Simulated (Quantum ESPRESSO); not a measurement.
# Rhodium (Fm-3m): phonons and their coupling to the electrons, part 2 of 3

Wanted: the coupling constant λ of Rhodium (Fm-3m) at ambient pressure.

Quantum ESPRESSO 7.5; DFT LDA, scalar-relativistic, plane waves, PseudoDojo norm-conserving pseudopotentials.

So far. Step 2 (A probe with smearing): No gap opens on this mesh, so smearing is kept; the start stands at -8.2 GPa. Step 4 (Self-consistent run for the response): The cell stands at -0.13 GPa, close enough for phonons. The relaxed cell has a = 3.757 Å (conventional setting).

The database entry behind the starting cell differs from later determinations by our own check (an axis about 0.2 % short against later determinations), so it need not match the best structure at ambient conditions.

## (7) Linear response on the mesh

Linear response treats each wavevector in the unit cell, with no supercell; the 4×4×4 mesh fixes the range of the force constants to be had. The change of the potential is kept for the electron-phonon matrix elements.

ph.in

```
phonons
 &inputph
    prefix='x',
    outdir='./tmp',
    fildyn='x.dyn',
    tr2_ph=1.0d-18,
    alpha_mix(1)=0.4,
    nmix_ph=8,
    ldisp=.true.,
    nq1=4,
    nq2=4,
    nq3=4,
    electron_phonon='interpolated',
    fildvscf='dvscf',
    el_ph_sigma=0.005,
    el_ph_nsigma=10,
 /
```

Started as:

```
> OMP_NUM_THREADS=1 mpirun -n 4 ph.x -nk 4 -in ph.in > ph.out
```

Numbers of over 12 decimals in the logs are rounded to 6 here.

The log of the run:

```text
[banners, grids, parts of the stress and lines that vanish by symmetry left out]
[banner, memory and clock lines left out]
Program PHONON v.7.5

     ./tmp/x.save/

     IMPORTANT: XC functional enforced from input :
     Exchange-correlation= PW
                           (   1   4   0   0   0   0   0)
     Any further DFT definition will be discarded
     Please, verify this is what you really want

     G-vector sticks info

     Reading collected, re-writing distributed wavefunctions in ./tmp/

     Dynamical matrices for ( 4, 4, 4)  uniform grid of q-points
     (   8 q-points):
       N         xq(1)         xq(2)         xq(3)
       1   0.000000000   0.000000000   0.000000000
       2   0.176776695   0.176776695  -0.176776695
[...]
Number and degeneracy of irreps per q-point
       N         xq(1)         xq(2)         xq(3)   N irreps
       1   0.000000000   0.000000000   0.000000000       1
        3
       2   0.176776695   0.176776695  -0.176776695       2
        1   2
[...]
1   2
[...]
1   2
[...]
No degeneracy
[...]
No degeneracy
       7  -0.707106781   0.000000000   0.000000000       2
        1   2
       8  -0.707106781   0.353553391   0.000000000       2
        1   2

     Saving dvscf to file. Distribute only q points, not irreducible representations.

     Calculation of q =    0.0000000   0.0000000   0.0000000

     phonons

     bravais-lattice index     =            0
     lattice parameter (alat)  =       5.0199  a.u.
     unit-cell volume          =      89.4473 (a.u.)^3
     number of atoms/cell      =            1
     number of atomic types    =            1
     kinetic-energy cut-off    =      88.0000  Ry
     charge density cut-off    =     352.0000  Ry
     convergence threshold     =      1.0E-18
     beta                      =       0.4000
     number of iterations used =            8
     Exchange-correlation= PW
                           (   1   4   0   0   0   0   0)

     celldm(1)=    5.01989  celldm(2)=    0.00000  celldm(3)=    0.00000
     celldm(4)=    0.00000  celldm(5)=    0.00000  celldm(6)=    0.00000

     crystal axes: (cart. coord. in units of alat)
               a(1) = (  0.0000  0.7071  0.7071 )
               a(2) = (  0.7071  0.0000  0.7071 )
               a(3) = (  0.7071  0.7071  0.0000 )

     reciprocal axes: (cart. coord. in units 2 pi/alat)
               b(1) = ( -0.7071  0.7071  0.7071 )
               b(2) = (  0.7071 -0.7071  0.7071 )
               b(3) = (  0.7071  0.7071 -0.7071 )

     Atoms inside the unit cell:

     Cartesian axes

     site n.  atom      mass           positions (alat units)
        1  Rh    102.9055   tau(    1) = (    0.00000    0.00000    0.00000  )

     Computing dynamical matrix for
                    q = (   0.0000000   0.0000000   0.0000000 )

     49 Sym.Ops. (with q -> -q+G )

     G cutoff =  224.6834  (   9841 G-vectors)     FFT grid: ( 30, 30, 30)

     number of k points=   145  Marzari-Vanderbilt smearing, width (Ry)=  0.0200

     PseudoPot. # 1 for Rh read from file:
     ./pseudo/Rh.upf
     Pseudo is Norm-conserving + core correction, Zval = 17.0

     Mode symmetry, O_h (m-3m)  point group:

     Atomic displacements:
     There are    1 irreducible representations

     Representation     1      3 modes -  To be done

     Alpha used in Ewald sum =   2.8000

     Representation #   1 modes #   1   2   3

     Self-consistent Calculation
      iter #   1   av.it.:   7.9
      thresh= 1.000E-02 alpha_mix =  0.400 |ddv_scf|^2 =  1.322E-05
      iter #   2   av.it.:  10.5
      thresh= 3.636E-04 alpha_mix =  0.400 |ddv_scf|^2 =  1.468E-06
[...]
End of self-consistent calculation

     Convergence has been achieved

     Number of q in the star =    1
     List of q in the star:
[...]
Diagonalizing the dynamical matrix

     q = (    0.000000000   0.000000000   0.000000000 )

 **************************************************************************
     freq (    1) =       0.033095 [THz] =       1.103920 [cm-1]
     freq (    2) =       0.033095 [THz] =       1.103920 [cm-1]
     freq (    3) =       0.033095 [THz] =       1.103920 [cm-1]
 **************************************************************************

     Mode symmetry, O_h (m-3m)  point group:

     freq (   1-   3) =          1.1  [cm-1]   --> T_1u G_15  G_4- I
     Electron-phonon interaction  ...

     [... narrower broadenings left out ...]
     Gaussian Broadening:   0.020 Ry, ngauss=   0
     DOS =  8.490300 states/spin/Ry/Unit Cell at Ef= 23.423353 eV
     lambda(    1)=  0.0000   gamma=    0.06 GHz
     lambda(    2)=  0.0000   gamma=    0.06 GHz
     lambda(    3)=  0.0000   gamma=    0.06 GHz
     [... wider broadenings left out ...]

     Number of q in the star =    1
     List of q in the star:
[...]
Calculation of q =    0.1767767   0.1767767  -0.1767767
     [... set-up and bands at k+q left out ...]

     Mode symmetry, C_3v (3m)   point group:

     Atomic displacements:
     There are    2 irreducible representations

     Representation     1      1 modes -  To be done

[...]
Message from routine init_vloc:
     Interpolation table for Vloc re-allocated

     Alpha used in Ewald sum =   2.8000

     Representation #   1 mode #   1

     Self-consistent Calculation

[...]
[... iterations left out ...]
[...]
End of self-consistent calculation

     Convergence has been achieved

     Representation #   2 modes #   2   3

[...]
[... iterations left out ...]
[...]
Convergence has been achieved

[...]
Diagonalizing the dynamical matrix

     q = (    0.176776695   0.176776695  -0.176776695 )

[...]
freq (    1) =       3.108233 [THz] =     103.679476 [cm-1]
     freq (    2) =       3.108233 [THz] =     103.679476 [cm-1]
     freq (    3) =       6.227061 [THz] =     207.712392 [cm-1]
[...]
Mode symmetry, C_3v (3m)   point group:

     freq (   1-   2) =        103.7  [cm-1]   --> E    L_3
     freq (   3-   3) =        207.7  [cm-1]   --> A_1  L_1
     Electron-phonon interaction  ...

     [... narrower broadenings left out ...]
     Gaussian Broadening:   0.020 Ry, ngauss=   0
     DOS =  8.490300 states/spin/Ry/Unit Cell at Ef= 23.423353 eV
     lambda(    1)=  0.1721   gamma=   13.48 GHz
     lambda(    2)=  0.1737   gamma=   13.60 GHz
     lambda(    3)=  0.0786   gamma=   24.71 GHz
     [... wider broadenings left out ...]

[...]
[... set-up and bands at k+q left out ...]

     Mode symmetry, D_3d (-3m)  point group:

[...]
Representation #   1 mode #   1

[...]
Convergence has been achieved

     Representation #   2 modes #   2   3

[...]
Convergence has been achieved

[...]
q = (   -0.353553391  -0.353553391   0.353553391 )

[...]
freq (    1) =       4.327134 [THz] =     144.337664 [cm-1]
     freq (    2) =       4.327134 [THz] =     144.337664 [cm-1]
     freq (    3) =       7.736520 [THz] =     258.062534 [cm-1]
[...]
Mode symmetry, D_3d (-3m)  point group:

     freq (   1-   2) =        144.3  [cm-1]   --> E_u  L_3'
     freq (   3-   3) =        258.1  [cm-1]   --> A_2u L_2'
[...]
lambda(    1)=  0.1418   gamma=   21.52 GHz
     lambda(    2)=  0.1424   gamma=   21.61 GHz
     lambda(    3)=  0.0723   gamma=   35.10 GHz
[...]
Mode symmetry, C_4v (4mm)  point group:

[...]
Convergence has been achieved

     Representation #   2 modes #   2   3

[...]
Convergence has been achieved

[...]
q = (    0.353553391   0.000000000   0.000000000 )

[...]
freq (    1) =       4.286710 [THz] =     142.989260 [cm-1]
     freq (    2) =       4.286710 [THz] =     142.989260 [cm-1]
     freq (    3) =       6.592991 [THz] =     219.918497 [cm-1]
[...]
Mode symmetry, C_4v (4mm)  point group:

     freq (   1-   2) =        143.0  [cm-1]   --> E    G_5 D_5
     freq (   3-   3) =        219.9  [cm-1]   --> A_1  G_1 D_1
[...]
lambda(    1)=  0.1185   gamma=   17.65 GHz
     lambda(    2)=  0.1189   gamma=   17.72 GHz
     lambda(    3)=  0.0470   gamma=   16.55 GHz
[...]
Mode symmetry, C_s (m)     point group:

[...]
Convergence has been achieved

[...]
Convergence has been achieved

[...]
Convergence has been achieved

[...]
q = (   -0.176776695  -0.530330086   0.530330086 )

[...]
freq (    1) =       5.156122 [THz] =     171.989715 [cm-1]
     freq (    2) =       5.516911 [THz] =     184.024326 [cm-1]
     freq (    3) =       7.153533 [THz] =     238.616182 [cm-1]
[...]
Mode symmetry, C_s (m)     point group:

     freq (   1-   1) =        172.0  [cm-1]   --> A''
     freq (   2-   2) =        184.0  [cm-1]   --> A'
     freq (   3-   3) =        238.6  [cm-1]   --> A'
[...]
lambda(    1)=  0.1347   gamma=   29.04 GHz
     lambda(    2)=  0.2179   gamma=   53.78 GHz
     lambda(    3)=  0.1054   gamma=   43.75 GHz
[...]
Mode symmetry, C_2v (mm2)  point group:

[...]
Convergence has been achieved

[...]
Convergence has been achieved

[...]
Convergence has been achieved

[...]
q = (    0.000000000  -0.353553391   0.353553391 )

[...]
freq (    1) =       4.434833 [THz] =     147.930112 [cm-1]
     freq (    2) =       5.250386 [THz] =     175.134042 [cm-1]
     freq (    3) =       7.117536 [THz] =     237.415440 [cm-1]
[...]
Mode symmetry, C_2v (mm2)  point group:

     freq (   1-   1) =        147.9  [cm-1]   --> B_1  D_3  S_3
     freq (   2-   2) =        175.1  [cm-1]   --> B_2  D_4  S_4
     freq (   3-   3) =        237.4  [cm-1]   --> A_1  D_1  S_1
[...]
lambda(    1)=  0.1725   gamma=   27.50 GHz
     lambda(    2)=  0.1972   gamma=   44.08 GHz
     lambda(    3)=  0.0905   gamma=   37.17 GHz
[...]
Calculation of q =   -0.7071068   0.0000000   0.0000000
     [... set-up and bands at k+q left out ...]

     Mode symmetry, D_4h(4/mmm) point group:

     Atomic displacements:
     There are    2 irreducible representations

[...]
Alpha used in Ewald sum =   2.8000

     Representation #   1 mode #   1

[...]
Convergence has been achieved

     Representation #   2 modes #   2   3

[...]
Convergence has been achieved

[...]
Diagonalizing the dynamical matrix

     q = (   -0.707106781   0.000000000   0.000000000 )

[...]
freq (    1) =       5.845584 [THz] =     194.987709 [cm-1]
     freq (    2) =       5.845584 [THz] =     194.987709 [cm-1]
     freq (    3) =       7.218241 [THz] =     240.774616 [cm-1]
[...]
Mode symmetry, D_4h(4/mmm) point group:

     freq (   1-   2) =        195.0  [cm-1]   --> E_u  X_5' M_5'
     freq (   3-   3) =        240.8  [cm-1]   --> A_2u X_4' M_4'
     Electron-phonon interaction  ...

     [... narrower broadenings left out ...]
     Gaussian Broadening:   0.020 Ry, ngauss=   0
     DOS =  8.490300 states/spin/Ry/Unit Cell at Ef= 23.423353 eV
     lambda(    1)=  0.1640   gamma=   45.44 GHz
     lambda(    2)=  0.1648   gamma=   45.66 GHz
     lambda(    3)=  0.1664   gamma=   70.30 GHz
     [... wider broadenings left out ...]

[...]
Calculation of q =   -0.7071068   0.3535534   0.0000000
     [... set-up and bands at k+q left out ...]

     Mode symmetry, D_2d (-42m) point group:

     Atomic displacements:
     There are    2 irreducible representations

     Representation     1      1 modes -  To be done

     Representation     2      2 modes -  To be done

     Alpha used in Ewald sum =   2.8000

     Representation #   1 mode #   1

     Self-consistent Calculation

[...]
[... iterations left out ...]
[...]
End of self-consistent calculation

     Convergence has been achieved

     Representation #   2 modes #   2   3

     Self-consistent Calculation

      iter #   1   av.it.:   8.9
      thresh= 1.000E-02 alpha_mix =  0.400 |ddv_scf|^2 =  2.234E-04

      [... iterations left out ...]
      iter #  11   av.it.:  12.4
      thresh= 1.328E-10 alpha_mix =  0.400 |ddv_scf|^2 =  2.339E-21

     End of self-consistent calculation

     Convergence has been achieved

     Number of q in the star =    6
     List of q in the star:
[...]
Diagonalizing the dynamical matrix

     q = (   -0.707106781   0.353553391   0.000000000 )

 **************************************************************************
     freq (    1) =       5.832134 [THz] =     194.539051 [cm-1]
     freq (    2) =       6.413995 [THz] =     213.947831 [cm-1]
     freq (    3) =       6.413995 [THz] =     213.947831 [cm-1]
 **************************************************************************

     Mode symmetry, D_2d (-42m) point group:

     freq (   1-   1) =        194.5  [cm-1]   --> B_2  X_3  W_2
     freq (   2-   3) =        213.9  [cm-1]   --> E    X_5  W_3
     Electron-phonon interaction  ...

     [... narrower broadenings left out ...]
     Gaussian Broadening:   0.020 Ry, ngauss=   0
     DOS =  8.490300 states/spin/Ry/Unit Cell at Ef= 23.423353 eV
     lambda(    1)=  0.1794   gamma=   49.48 GHz
     lambda(    2)=  0.1471   gamma=   49.05 GHz
     lambda(    3)=  0.1479   gamma=   49.33 GHz
     [... wider broadenings left out ...]

     Number of q in the star =    6
     List of q in the star:
[...]
5   0.353553391   0.000000000  -0.707106781
          6  -0.353553391  -0.000000000   0.707106781


[key lines of the parts left out:]
the Fermi energy is    23.4413 ev
```

Elapsed: 53 min, on 4 MPI ranks of Arm Neoverse V2, shared host.

Read from the output:

* largest acoustic frequency at the zone centre before the sum rule: 1.1 cm⁻¹
* lowest mode on the q mesh (acoustic ones at the zone centre apart): 103.7 cm⁻¹

Frequencies (cm⁻¹) at each irreducible wavevector; negative means imaginary. Frequencies by wavevector:

| q (fractions) | star | mode 1 | mode 2 | mode 3 |
| --- | --- | --- | --- | --- |
| 0 0 0 | 1 | 1.1 | 1.1 | 1.1 |
| 0 0 0.25 | 8 | 103.7 | 103.7 | 207.7 |
| 0 0 -0.5 | 4 | 144.3 | 144.3 | 258.1 |
| 0 0.25 0.25 | 6 | 143 | 143 | 219.9 |
| 0 0.25 -0.5 | 24 | 172 | 184 | 238.6 |
| 0 0.25 -0.25 | 12 | 147.9 | 175.1 | 237.4 |
| 0 -0.5 -0.5 | 3 | 195 | 195 | 240.8 |
| 0.25 -0.5 -0.25 | 6 | 194.5 | 213.9 | 213.9 |

Couplings of single modes at a Gaussian broadening of 0.02 Ry, as ph.x prints them; it sets λ to zero for modes under 20 cm⁻¹. Mode couplings:

```
  q (fractions)  mode  frequency (cm⁻¹)       λ  linewidth γ (GHz)
       0 0 0.25     1             103.7  0.1721              13.48
       0 0 0.25     2             103.7  0.1737               13.6
       0 0 0.25     3             207.7  0.0786              24.71
       0 0 -0.5     1             144.3  0.1418              21.52
       0 0 -0.5     2             144.3  0.1424              21.61
       0 0 -0.5     3             258.1  0.0723               35.1
    0 0.25 0.25     1               143  0.1185              17.65
    0 0.25 0.25     2               143  0.1189              17.72
    0 0.25 0.25     3             219.9   0.047              16.55
    0 0.25 -0.5     1               172  0.1347              29.04
    0 0.25 -0.5     2               184  0.2179              53.78
    0 0.25 -0.5     3             238.6  0.1054              43.75
   0 0.25 -0.25     1             147.9  0.1725               27.5
   0 0.25 -0.25     2             175.1  0.1972              44.08
   0 0.25 -0.25     3             237.4  0.0905              37.17
    0 -0.5 -0.5     1               195   0.164              45.44
    0 -0.5 -0.5     2               195  0.1648              45.66
    0 -0.5 -0.5     3             240.8  0.1664               70.3
0.25 -0.5 -0.25     1             194.5  0.1794              49.48
0.25 -0.5 -0.25     2             213.9  0.1471              49.05
0.25 -0.5 -0.25     3             213.9  0.1479              49.33
```

The acoustic modes at Γ come out as far as 1.1 cm⁻¹ from zero, where they should vanish, a small numerical error.

## (8) Force constants in real space

The dynamical matrices of the mesh are Fourier-transformed to force constants in real space.

q2r.in

```
 &input
    fildyn='x.dyn',
    zasr='crystal',
    flfrc='x.fc',
    la2F=.true.,
 /
```

Started as:

```
> q2r.x < q2r.in > q2r.out
```

The log of the run:

```text
[banners, grids, parts of the stress and lines that vanish by symmetry left out]
[banner, memory and clock lines left out]
Program Q2R v.7.5

  reading grid info from file x.dyn0

  reading force constants from file x.dyn1
  Dielectric Tensor not found
  nqs=            1
 q=   0.00000000  0.00000000  0.00000000
  reading force constants from file x.dyn2
  nqs=            8
 q=   0.17677670  0.17677670 -0.17677670
[...]
reading force constants from file x.dyn7
  nqs=            3
[...]
reading force constants from file x.dyn8
  nqs=            6
[...]
q=   0.35355339  0.00000000 -0.70710678
 q=  -0.35355339 -0.00000000  0.70710678

      q-space grid ok, #points =   64

      fft-check success (sum of imaginary terms < 10^-12)

   Preparing gamma for a2F

 Broadening =      0.005
      q-space grid ok, #points =   64

      fft-check success (sum of imaginary terms < 10^-12)

 Broadening =      0.010
[...]
Broadening =      0.045
      q-space grid ok, #points =   64

      fft-check success (sum of imaginary terms < 10^-12)

 Broadening =      0.050
      q-space grid ok, #points =   64

      fft-check success (sum of imaginary terms < 10^-12)
```

The job ended after 0.48 s (1 thread).

## (9) Dispersion

From the force constants any wavevector is cheap; points of the mesh come back as solved, but for the sum rule and, in polar crystals, the LO-TO term at Γ; the rest is interpolation.

matdyn.in

```
 &input
    asr='crystal',
    flfrc='x.fc',
    flfrq='x.freq',
    flvec='x.modes',
    q_in_band_form=.true.,
    q_in_cryst_coord=.true.,
 /
8
  0.0000000   0.0000000   0.0000000  12  ! GAMMA
  0.5000000  -0.0000000   0.5000000  12  ! X
  0.6250000   0.2500000   0.6250000   1  ! U
  0.3750000   0.3750000   0.7500000  12  ! K
  0.0000000   0.0000000   0.0000000  12  ! GAMMA
  0.5000000   0.5000000   0.5000000  12  ! L
  0.5000000   0.2500000   0.7500000  12  ! W
  0.5000000  -0.0000000   0.5000000   1  ! X
```

Started as:

```
> matdyn.x -in matdyn.in > matdyn.out
```

The log of the run:

```text
[banner, memory and clock lines left out]
Program MATDYN v.7.5

 mass for atomic type   1 not given; uses mass from file x.fc
 Norm of the difference between old and new effective charges:    0.000000

 Norm of the difference between old and new force-constants:   2.05465e-06

     Message from routine matdyn:
     Z* not found in file x.fc, TO-LO splitting at q=0 will be absent!
     Message from routine matdyn:
     Z* not found in file x.fc, TO-LO splitting at q=0 will be absent!

Note: The following floating-point exceptions are signalling: IEEE_UNDERFLOW_FLAG
```

It took 0.47 s on 1 thread.

Numbers from this step:

```
lowest frequency on the path      : 0 cm⁻¹
mean frequency                    : 183.9 cm⁻¹
Debye temperature (second moment) : 351 K
logarithmic mean frequency        : 177.7 cm⁻¹
```

Matdyn.x, sum rule crystal. The phonon branches at the labelled points (cm⁻¹):

```csv
point,branch 1,branch 2,branch 3
Γ,0,0,0
halfway,143,143,220
X,195,195,241
halfway,192,199,236
U,184,210,222
jump to K,184,210,222
halfway,121,142,225
Γ,0,0,0
halfway,104,104,208
L,144,144,258
halfway,166,184,239
W,194,214,214
halfway,194,199,232
X,195,195,241
```

The phonon branches as a text plot (rows in cm⁻¹):

```
    253 |                                      ******
    242 |        *******      *               *      **        **
    231 |       *       *   ** *             *         *     **
    220 |      *         ***    *                       ** **
    210 |                ***     *          *           *****
    199 |     *     *****   *                          *  *******
    188 |          *   ***   *             *          * **
    177 |        **       **  *   *                  * *
    167 |    *              *                         *
    156 |       *            * *          *         **
    145 |      *              * *  *             ****
    134 |   *                  *               **
    124 |     *                 **       *    *
    113 |                                    *
    102 |    *                   ** *       *
     91 |  *                      *        *
     81 |   *                      *    *
     70 |                          *      *
     59 |                                *
     48 | **                        ***
     38 |                               *
     27 | *                          **
     16 |
      5 |*                             *
         Γ           X  U|K            Γ         L        W     X
```

Lowest modes at the softest wavevector of the mesh; phase exp(i q.(R + tau)). Modes at q = (0.000, 0.000, 0.250):

```csv
mode,frequency (cm⁻¹)
1,103.7
2,103.7
3,207.7
```

Displacements in mode 2 (103.7 cm⁻¹), the largest set to 1, in the home cell:
```
Rh1 0.00 1.00 1.00
```

Displacements in mode 3 (207.7 cm⁻¹), the largest set to 1, in the home cell:
```
Rh1  1.00  1.00 -1.00
```

Force constants by pair (phonopy on the run's constants); pairs near half the supercell's span include their periodic images. Pair force constants, by row:

```csv
atom,neighbour,distance (Å),third of the trace (eV/Å²),along the pair's line (eV/Å²)
Rh1,itself,0,13.52,–
Rh1,Rh,2.656,-0.8618,-2.827
Rh1,Rh,3.757,-0.0579,-0.6397
Rh1,Rh,4.601,-0.1059,-0.3408
Rh1,Rh,5.313,-0.0747,-0.1658
Rh1,Rh,5.94,0.0171,0.0292
Rh1,Rh,6.507,-0.0707,-0.0707
```

(Continued in part 3 of 3.)

[Host names and launcher messages were left out of these logs when they were recorded.]

[Logs are printed without paths, hosts, clocks, repeated set-up lines and the standing remarks that a program may print on its own settings, such as how far it seeks lower states.]

[Hosts, paths, dates, database ids (printed as entryN), source tags and the programs' standing remarks are cut or masked in the printed files.]
